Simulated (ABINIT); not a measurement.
# How the form of the self-energy moves the gap of LiH (Fm-3m)

How much does the gap of LiH (Fm-3m) depend on the approximation to the self-energy?

Calculated with ABINIT 10.8.3; PBE and many-body steps on it, plane waves.

The database entry behind the starting cell differs from later determinations by our own check (the deuteride, about 0.2 % short), so it need not match the best structure at ambient conditions.

### 1. Starting point

Symmetry: Fm-3m, No. 225, cubic system. Conventional cell: a = 4.074 Å, b = 4.074 Å, c = 4.074 Å, α = 90.00°, β = 90.00°, γ = 90.00°. Li has 6 H at 2.04 Å nearest. H has 6 Li at 2.04 Å nearest. Farther neighbours are not listed.

The cell and positions come from the Crystallography Open Database and are kept as given unless a step says otherwise.

### 2. Empty states on the mesh, 8×8×8 mesh, 152 bands

This step: ABINIT 10.8.3; DFT, PBE, plane waves, norm-conserving pseudopotentials.

The sums over transitions need many empty states on a uniform mesh; this step solves for them.

run.abi

```
acell 3*1.0 Angstrom
rprim 
  -0.000000000000 2.036750000000 2.036750000000
  2.036750000000 -0.000000000000 2.036750000000
  2.036750000000 2.036750000000 -0.000000000000
ntypat 2
znucl 3 1
natom 2
typat 1 2
xred 
  0.000000000000 0.000000000000 0.000000000000
  0.500000000000 0.500000000000 0.500000000000
pp_dirpath "pseudos"
pseudos "Li.upf, H.upf"
ecut 33
ngkpt 8 8 8
nshiftk 1
shiftk 0 0 0
kptopt 1
chksymbreak 0
irdden 1
istwfk *1
nband 152
prtvol 0
optdriver 6
gwr_task "HDIAGO"
paral_kgb 0
occopt 1
indata_prefix "in"
outdata_prefix "out"
tmpdata_prefix "tmp"
```

Command:

```
OMP_NUM_THREADS=1 mpirun -n 4 abinit run.abi > log
```

The program printed:

```text
.Version 10.8.3 of ABINIT. v10.8.2 released Aug 2026.

 Symmetries : space group Fm -3 m (#225); Bravais cF (face-center cubic)
[... echo of the input left out ...]
== DATASET  1 ==================================================================
-   mpi_nproc: 4, omp_nthreads: 1 (-1 if OMP is not activated)

--- !DatasetInfo
iteration_state: {dtset: 1, }
dimensions: {natom: 2, nkpt: 29, mband: 152, nsppol: 1, nspinor: 1, nspden: 1, mpw: 1056, }
cutoff_energies: {ecut:  33.0, pawecutdg:  -1.0, }
[...]
Direct band gap semiconductor
 Fundamental gap:     3.022 (eV)
   VBM:    -0.348 (eV) at k: [ 5.0000E-01,  5.0000E-01,  0.0000E+00]
   CBM:     2.674 (eV) at k: [ 5.0000E-01,  5.0000E-01,  0.0000E+00]
 Direct gap:         3.022 (eV) at k: [ 5.0000E-01,  5.0000E-01,  0.0000E+00]

== END DATASET(S) ==============================================================
================================================================================

 -outvars: echo values of variables after computation  --------
           etotal      0.0000000000E+00
            nband         152
             nkpt          29
          spgroup         225
 [... the other variables as echoed above ...]

 Calculation completed.
```

It took 9.9 s on 4 MPI ranks of Intel Xeon 6975P-C (Granite Rapids), shared host; peak memory 0.46 GiB.

This step gave:

| Property | Result |
| --- | --- |
| gap | 3.022 eV |
| k of the valence top | 0.5, 0.5, 0 |
| k of the conduction bottom | 0.5, 0.5, 0 |
| least direct gap | 3.022 eV |
| k points computed | 29 |
| lowest point of the top converged band, above the valence top | 220.9700 eV |

On this mesh the gap is 3.022 eV.

The density comes from a self-consistent run that is not shown.

### 3. Screening, 8×8×8 mesh, 144 bands, screening to 304.8 eV

The RPA dielectric matrix is built and inverted for each q.

This step: RPA screening on PBE, plane waves, norm-conserving pseudopotentials.

run.abi: that of step 2 with these lines changed.

```diff
@@ -20,10 +20,11 @@
 chksymbreak 0
-irdden 1
 istwfk *1
-nband 152
-prtvol 0
-optdriver 6
-gwr_task "HDIAGO"
-paral_kgb 0
 occopt 1
+irdwfk 1
+optdriver 3
+nband 144
+ecuteps 11.2
+inclvkb 2
+awtr 1
+symchi 1
 indata_prefix "in"
```

The program printed:

```text
.Version 10.8.3 of ABINIT. v10.8.2 released Aug 2026.

 Symmetries : space group Fm -3 m (#225); Bravais cF (face-center cubic)
[... echo of the input left out ...]
== DATASET  1 ==================================================================
-   mpi_nproc: 4, omp_nthreads: 1 (-1 if OMP is not activated)

--- !DatasetInfo
iteration_state: {dtset: 1, }
dimensions: {natom: 2, nkpt: 29, mband: 144, nsppol: 1, nspinor: 1, nspden: 1, mpw: 1056, }
cutoff_energies: {ecut:  33.0, pawecutdg:  -1.0, }
electrons: {nelect:   4.00000000E+00, charge:   0.00000000E+00, occopt:   1.00000000E+00, tsmear:   1.00000000E-02, }

 SCREENING: Calculation of the susceptibility and dielectric matrices

 Based on a program developped by R.W. Godby, V. Olevano, G. Onida, and L. Reining.
 Incorporated in ABINIT by V. Olevano, G.-M. Rignanese, and M. Torrent.
.Using double precision arithmetic ; gwpc =  8

[... cell and pseudopotentials left out ...]
--------------------------------------------------------------------------------

 ==== K-mesh for the wavefunctions ====
 Number of points in the irreducible wedge :    29
[... list of points left out ...]
 Together with 48 symmetry operations and time-reversal symmetry
 yields   512 points in the full Brillouin Zone.

 ==== Q-mesh for the screening function ====
 Number of points in the irreducible wedge :    29
[... list of points left out ...]
 Together with 48 symmetry operations and time-reversal symmetry
 yields   512 points in the full Brillouin Zone.

 setmesh: FFT mesh size selected  =    24x   24x   24
          total number of points  =        13824

 vcoul_init : cutoff-mode = AUXILIARY_FUNCTION
 q-points for optical limit:   1
     1)      0.000010    0.000020    0.000030

- screening: taking advantage of time-reversal symmetry
- Maximum band index for partially occupied states nbvw = 2
- Remaining bands to be divided among processors   nbcw = 142
- Number of bands treated by each node ~35

 Number of electrons calculated from density =    4.0000; Expected =    4.0000
 average of density, n =  0.035077
 r_s =    1.8951
 omega_plasma =   18.0662 [eV]

 calculating chi0 at frequencies [eV] :
  1    0.000000E+00    0.000000E+00
  2    0.000000E+00    1.806615E+01

--------------------------------------------------------------------------------
  q-point number  1        q = ( 0.000000, 0.000000, 0.000000) [r.l.u.]
--------------------------------------------------------------------------------
[... chi0 elements left out ...]
 For q-point:  0.000010 0.000020 0.000030
  dielectric constant =   4.0091
  dielectric constant without local fields =   4.4047

  Average fulfillment of the sum rule on Im[epsilon] for q-point    1 :     97.80  [%]
[... wings left out ...]
  q-point number  2        q = ( 0.125000, 0.000000, 0.000000) [r.l.u.]
--------------------------------------------------------------------------------
[... chi0 elements left out ...]
  Average fulfillment of the sum rule on Im[epsilon] for q-point    2 :    102.60  [%]

 [... 27 further q-points ...]
```

Wall time 2.5 min (4 MPI ranks); peak memory 1.5 GiB.

Numbers from this step:

```
ε∞ with local fields, on this mesh, along the program's q direction : 4.009
the same without local fields                                       : 4.405
plasma frequency                                                    : 18.07 eV
plane waves in the screening matrix                                 : 181
```

Local fields lower ε∞ by 9 %.

### 4. G0W0, Godby-Needs plasmon pole

The self-energy is evaluated for the states that the input lists, and the levels follow from it, in one-shot runs by the linearised quasiparticle equation.

This step: G0W0 on PBE, plane waves, norm-conserving pseudopotentials.

run.abi: that of step 3 with these lines changed.

```diff
@@ -23,8 +23,17 @@
 irdwfk 1
-optdriver 3
+optdriver 4
 nband 144
+gwcalctyp 0
+ecutsigx 33
+symsigma 1
+nkptgw 2
+kptgw 
+  0.5000000000 0.5000000000 0.0000000000
+  0.0000000000 0.0000000000 0.0000000000
+bdgw 
+  1 5
+  1 6
 ecuteps 11.2
-inclvkb 2
-awtr 1
-symchi 1
+irdscr 1
+ppmodel 1
 indata_prefix "in"
```

The program printed:

```text
.Version 10.8.3 of ABINIT. v10.8.2 released Aug 2026.

 Symmetries : space group Fm -3 m (#225); Bravais cF (face-center cubic)
[... echo of the input left out ...]
== DATASET  1 ==================================================================
-   mpi_nproc: 4, omp_nthreads: 1 (-1 if OMP is not activated)

--- !DatasetInfo
iteration_state: {dtset: 1, }
dimensions: {natom: 2, nkpt: 29, mband: 144, nsppol: 1, nspinor: 1, nspden: 1, mpw: 1056, }
cutoff_energies: {ecut:  33.0, pawecutdg:  -1.0, }
electrons: {nelect:   4.00000000E+00, charge:   0.00000000E+00, occopt:   1.00000000E+00, tsmear:   1.00000000E-02, }

 SIGMA: Calculation of the GW corrections

 Based on a program developped by R.W. Godby, V. Olevano, G. Onida, and L. Reining.
 Incorporated in ABINIT by V. Olevano, G.-M. Rignanese, and M. Torrent.
.Using double precision arithmetic ; gwpc =  8

[... cell and pseudopotentials left out ...]
--------------------------------------------------------------------------------

 ==== K-mesh for the wavefunctions ====
 Number of points in the irreducible wedge :    29
[... list of points left out ...]
 Together with 48 symmetry operations and time-reversal symmetry
 yields   512 points in the full Brillouin Zone.

 ==== Q-mesh for screening function ====
 Number of points in the irreducible wedge :    29
[... list of points left out ...]
 Together with 48 symmetry operations and time-reversal symmetry
 yields   512 points in the full Brillouin Zone.

 vcoul_init : cutoff-mode = AUXILIARY_FUNCTION
 q-points for optical limit:   1
     1)      0.000010    0.000020    0.000030
 setmesh: FFT mesh size selected  =    30x   30x   30
          total number of points  =        27000

 Number of electrons calculated from density =    4.0000; Expected =    4.0000
 average of density, n =  0.035077
 r_s =    1.8951
 omega_plasma =   18.0662 [eV]

 === KS Band Gaps ===
  >>>> For spin  1
   Minimum direct gap =   3.0221 [eV], located at k-point      :   0.5000  0.5000  0.0000
   Fundamental gap    =   3.0221 [eV], Top of valence bands at :   0.5000  0.5000  0.0000
                                       Bottom of conduction at :   0.5000  0.5000  0.0000
 SIGMA fundamental parameters:
 PLASMON POLE MODEL  1
 number of plane-waves for SigmaX                 1037
 number of plane-waves for SigmaC and W            181
 number of plane-waves for wavefunctions          1037
 number of bands                                   144
 number of independent spin polarizations            1
 number of spinorial components                      1
 number of k-points in IBZ                          29
 number of q-points in IBZ                          29
 number of symmetry operations                      48
 number of k-points in BZ                          512
 number of q-points in BZ                          512
 number of frequencies for dSigma/dE                 9
 frequency step for dSigma/dE [eV]                0.25
 number of omega for Sigma on real axis              0
 max omega for Sigma on real axis  [eV]           0.00
 zcut for avoiding poles [eV]                     0.10

 EPSILON^-1 parameters (SCR file):
 dimension of the eps^-1 matrix on file            181
 dimension of the eps^-1 matrix used               181
 number of plane-waves for wavefunctions          1037
 number of bands                                   144
 number of q-points in IBZ                          29
 number of frequencies                               2
 number of real frequencies                          1
 number of imag frequencies                          1

 matrix elements of self-energy operator (all in [eV])

 Perturbative Calculation

--- !SelfEnergy_ee
iteration_state: {dtset: 1, }
kpoint     : [   0.500,    0.500,    0.000, ]
spin       : 1
KS_gap     :    3.022
QP_gap     :    4.974
Delta_QP_KS:    1.952
data: !SigmaeeData |
     Band     E0 <VxcDFT>   SigX SigC(E0)      Z dSigC/dE  Sig(E)    E-E0       E
        1 -44.599 -25.708 -39.786   5.433   0.766  -0.306 -32.326  -6.618 -51.217
        2  -0.348 -11.306 -14.553   1.375   0.772  -0.296 -12.751  -1.445  -1.793
        3   2.674  -7.648  -3.711  -3.312   0.812  -0.232  -7.141   0.507   3.181
        4  10.239  -8.235  -2.670  -4.538   0.779  -0.283  -7.435   0.800  11.040
        5  10.239  -8.235  -2.670  -4.538   0.779  -0.283  -7.435   0.800  11.040

--- !SelfEnergy_ee
iteration_state: {dtset: 1, }
kpoint     : [   0.000,    0.000,    0.000, ]
spin       : 1
KS_gap     :   20.729
QP_gap     :   22.883
Delta_QP_KS:    2.154
data: !SigmaeeData |
     Band     E0 <VxcDFT>   SigX SigC(E0)      Z dSigC/dE  Sig(E)    E-E0       E
        1 -44.649 -25.626 -39.725   5.428   0.772  -0.295 -32.321  -6.695 -51.344
        2  -5.602  -9.916 -15.631   3.354   0.714  -0.400 -11.602  -1.686  -7.287
        3  15.128 -11.718  -4.656  -6.350   0.657  -0.522 -11.250   0.468  15.596
        4  17.057  -8.964  -2.438  -5.437   0.715  -0.398  -8.185   0.779  17.835
        5  17.057  -8.964  -2.438  -5.437   0.715  -0.398  -8.185   0.779  17.835
        6  17.057  -8.964  -2.438  -5.437   0.715  -0.398  -8.185   0.779  17.835

== END DATASET(S) ==============================================================
================================================================================

 -outvars: echo values of variables after computation  --------
           etotal      0.0000000000E+00
            nband         144
             nkpt          29
          spgroup         225
 [... the other variables as echoed above ...]

 Calculation completed.
```

Run time: 28 s. Hardware: 4 MPI ranks; peak memory 1.6 GiB.

This step gave:

* G0W0 gap on the points computed: 4.974 eV
* starting gap on the mesh: 3.022 eV
* k of the valence top: 0.5, 0.5, 0
* k of the conduction bottom: 0.5, 0.5, 0
* Z at the valence top: 0.772
* Z at the conduction bottom: 0.812
* least direct G0W0 gap on the computed points: 4.974 eV

The gap on the mesh goes from 3.02 eV to 4.97 eV, a correction of +1.95 eV.

### 5. G0W0, Hybertsen-Louie plasmon pole

run.abi: that of step 4 with these lines changed.

```diff
@@ -37,3 +37,3 @@
 irdscr 1
-ppmodel 1
+ppmodel 2
 indata_prefix "in"
```

The program printed:

```text
.Version 10.8.3 of ABINIT. v10.8.2 released Aug 2026.

 Symmetries : space group Fm -3 m (#225); Bravais cF (face-center cubic)
[... echo of the input left out ...]
== DATASET  1 ==================================================================
-   mpi_nproc: 4, omp_nthreads: 1 (-1 if OMP is not activated)

--- !DatasetInfo
iteration_state: {dtset: 1, }
dimensions: {natom: 2, nkpt: 29, mband: 144, nsppol: 1, nspinor: 1, nspden: 1, mpw: 1056, }
cutoff_energies: {ecut:  33.0, pawecutdg:  -1.0, }
electrons: {nelect:   4.00000000E+00, charge:   0.00000000E+00, occopt:   1.00000000E+00, tsmear:   1.00000000E-02, }

 SIGMA: Calculation of the GW corrections

 Based on a program developped by R.W. Godby, V. Olevano, G. Onida, and L. Reining.
 Incorporated in ABINIT by V. Olevano, G.-M. Rignanese, and M. Torrent.
.Using double precision arithmetic ; gwpc =  8

[... cell and pseudopotentials left out ...]
--------------------------------------------------------------------------------

 ==== K-mesh for the wavefunctions ====
 Number of points in the irreducible wedge :    29
[... list of points left out ...]
 Together with 48 symmetry operations and time-reversal symmetry
 yields   512 points in the full Brillouin Zone.

 ==== Q-mesh for screening function ====
 Number of points in the irreducible wedge :    29
[... list of points left out ...]
 Together with 48 symmetry operations and time-reversal symmetry
 yields   512 points in the full Brillouin Zone.

 vcoul_init : cutoff-mode = AUXILIARY_FUNCTION
 q-points for optical limit:   1
     1)      0.000010    0.000020    0.000030
 setmesh: FFT mesh size selected  =    30x   30x   30
          total number of points  =        27000

 Number of electrons calculated from density =    4.0000; Expected =    4.0000
[...]
number of omega for Sigma on real axis              0
 max omega for Sigma on real axis  [eV]           0.00
 zcut for avoiding poles [eV]                     0.10

 EPSILON^-1 parameters (SCR file):
 dimension of the eps^-1 matrix on file            181
 dimension of the eps^-1 matrix used               181
 number of plane-waves for wavefunctions          1037
 number of bands                                   144
 number of q-points in IBZ                          29
 number of frequencies                               2
 number of real frequencies                          1
 number of imag frequencies                          1

 matrix elements of self-energy operator (all in [eV])

 Perturbative Calculation

--- !SelfEnergy_ee
iteration_state: {dtset: 1, }
kpoint     : [   0.500,    0.500,    0.000, ]
spin       : 1
KS_gap     :    3.022
QP_gap     :    4.941
Delta_QP_KS:    1.919
data: !SigmaeeData |
     Band     E0 <VxcDFT>   SigX SigC(E0)      Z dSigC/dE  Sig(E)    E-E0       E
        1 -44.599 -25.708 -39.786   6.295   0.797  -0.255 -31.908  -6.200 -50.798
        2  -0.348 -11.306 -14.553   1.117   0.838  -0.194 -13.090  -1.784  -2.132
        3   2.674  -7.648  -3.711  -3.778   0.852  -0.173  -7.512   0.136   2.810
[...]
--- !SelfEnergy_ee
iteration_state: {dtset: 1, }
kpoint     : [   0.000,    0.000,    0.000, ]
spin       : 1
KS_gap     :   20.729
QP_gap     :   23.928
Delta_QP_KS:    3.198
data: !SigmaeeData |
     Band     E0 <VxcDFT>   SigX SigC(E0)      Z dSigC/dE  Sig(E)    E-E0       E
[...]
5  17.057  -8.964  -2.438  -5.623   0.816  -0.226  -8.227   0.736  17.793
        6  17.057  -8.964  -2.438  -5.623   0.816  -0.226  -8.227   0.736  17.793

== END DATASET(S) ==============================================================
================================================================================

 -outvars: echo values of variables after computation  --------
           etotal      0.0000000000E+00
            nband         144
             nkpt          29
          spgroup         225
 [... the other variables as echoed above ...]

 Calculation completed.
```

Run time: 34 s. Hardware: 4 MPI ranks; peak memory 1.5 GiB; 2 min of CPU time.

Numbers from this step:

```
G0W0 gap on the points computed              : 4.942 eV
starting gap on the mesh                     : 3.022 eV
k of the valence top                         : 0.5, 0.5, 0
k of the conduction bottom                   : 0.5, 0.5, 0
Z at the valence top                         : 0.838
Z at the conduction bottom                   : 0.852
least direct G0W0 gap on the computed points : 4.942 eV
```

Against G0W0 in ABINIT (8×8×8 mesh, 144 bands, screening to 304.8 eV, Godby-Needs plasmon pole), the gap moves by −0.032 eV.

### 6. G0W0, von der Linden-Horsch plasmon pole

run.abi: that of step 5 with these lines changed.

```diff
@@ -37,3 +37,3 @@
 irdscr 1
-ppmodel 2
+ppmodel 3
 indata_prefix "in"
```

The program printed:

```text
.Version 10.8.3 of ABINIT. v10.8.2 released Aug 2026.

 Symmetries : space group Fm -3 m (#225); Bravais cF (face-center cubic)
[... echo of the input left out ...]
== DATASET  1 ==================================================================
-   mpi_nproc: 4, omp_nthreads: 1 (-1 if OMP is not activated)

--- !DatasetInfo
iteration_state: {dtset: 1, }
dimensions: {natom: 2, nkpt: 29, mband: 144, nsppol: 1, nspinor: 1, nspden: 1, mpw: 1056, }
cutoff_energies: {ecut:  33.0, pawecutdg:  -1.0, }
[...]
Band     E0 <VxcDFT>   SigX SigC(E0)      Z dSigC/dE  Sig(E)    E-E0       E
[...]
5  17.057  -8.964  -2.438  -5.385   0.834  -0.200  -8.013   0.951  18.007
        6  17.057  -8.964  -2.438  -5.385   0.834  -0.200  -8.013   0.951  18.007

== END DATASET(S) ==============================================================
================================================================================

 -outvars: echo values of variables after computation  --------
           etotal      0.0000000000E+00
            nband         144
             nkpt          29
          spgroup         225
 [... the other variables as echoed above ...]

 Calculation completed.
```

Run time: 17 s. Hardware: 4 MPI ranks; peak memory 1.5 GiB.

This step gave:

* G0W0 gap on the points computed: 5.018 eV
* starting gap on the mesh: 3.022 eV
* k of the valence top: 0.5, 0.5, 0
* k of the conduction bottom: 0.5, 0.5, 0
* least direct G0W0 gap on the computed points: 5.018 eV

Against G0W0 in ABINIT (8×8×8 mesh, 144 bands, screening to 304.8 eV, Godby-Needs plasmon pole), the gap moves by +0.044 eV.

[end of part 1 of 2]

[Paths, hosts, dates, memory and timing lines, banners, echoed tables and standing remarks are left out of the program output.]

[Logs are printed without paths, hosts, clocks, repeated set-up lines and the standing remarks that a program may print on its own settings, such as how far it seeks lower states.]

[Runs of the session that timed out or met a known fault of the program may be left out.]

[No measured gap is set beside runs whose start may be inverted or whose files or cutoffs have a known fault.]

[Hosts, paths, dates, database ids (printed as entryN), source tags and the programs' standing remarks are cut or masked in the printed files.]

[G0W0 gaps are taken among the corrected bands and points alone; a level outside them can change the order at an edge.]

[Where Ansatz stands beside ABINIT at settings called matched, ABINIT's density can come from a denser mesh and the files from another edition; pairs whose starting gaps differed by over 0.03 eV were left out, so agreement reads better than it is.]
